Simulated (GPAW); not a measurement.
# Surface energy and work function of Li(100) from slabs of 4 to 14 layers (RPBE)

How do energy and work function of Li(100) films settle with thickness, and what surface energy follows?

Set-up. GPAW 26.7.0, plane waves at 450 eV with PAW setups; symmetric 1×1 slabs cut at the tabulated lattice constant (two decimals; low-temperature values for the alkali metals), atoms at bulk places, 7.5 Å of vacuum on each side, one in-plane mesh for all thicknesses, Fermi-Dirac smearing of 0.1 eV. Energies are extrapolated to zero smearing and count from the program's reference atoms. Functional RPBE. The cell's area is 12.180 Å².

Results, with one row withheld:

| layers | energy (eV) | work function (eV) |
| --- | --- | --- |
| 4 | −6.5259 | 3.05 |
| 5 | −8.3195 | 2.91 |
| 6 | −10.1215 | 2.98 |
| 7 | −11.9085 | 2.98 |
| 8 | −13.7103 | 2.94 |
| 9 | −15.5013 | 2.99 |
| 10 | −17.2973 | 2.95 |
| 11 | −19.0935 | 2.97 |
| 12 | −20.8846 | 2.97 |
| 14 | ? | ? |

To predict: What surface energy do these runs give, and what energy and work function should the 14-layer slab have?

**Working.** A slab of n layers has E(n) = nε + 2Aγ once its middle is bulk-like. A line through n = 6 to 12 has the slope ε = −1.7945 eV a layer and the intercept 2Aγ = 0.6482 eV (r.m.s. residual 2.5 meV). So γ = 0.6482 / (2 × 12.180 Å²) = 0.0266 eV/Å² = 0.43 J/m², with a standard error of under 0.01 J/m² from the scatter about the line. For 14 layers: 0.6482 + 14 × (−1.7945) = −24.475 eV; the run gives −24.477 eV, 1.8 meV under the line. The work function has no such law: from 6 to 12 layers it moves between 2.94 and 2.99 eV (mean 2.97), and the 14-layer slab gives 2.97 eV. The thinnest slab, 4 layers, lies +0.08 eV from that mean. The values go up and down with thickness, as expected where levels confined across the film cross the Fermi level one by one.

Caveats: The surfaces are unrelaxed, so γ is an upper bound for this functional and lattice constant. The tabulated lattice constant isn't the functional's own, which strains the slab a little.
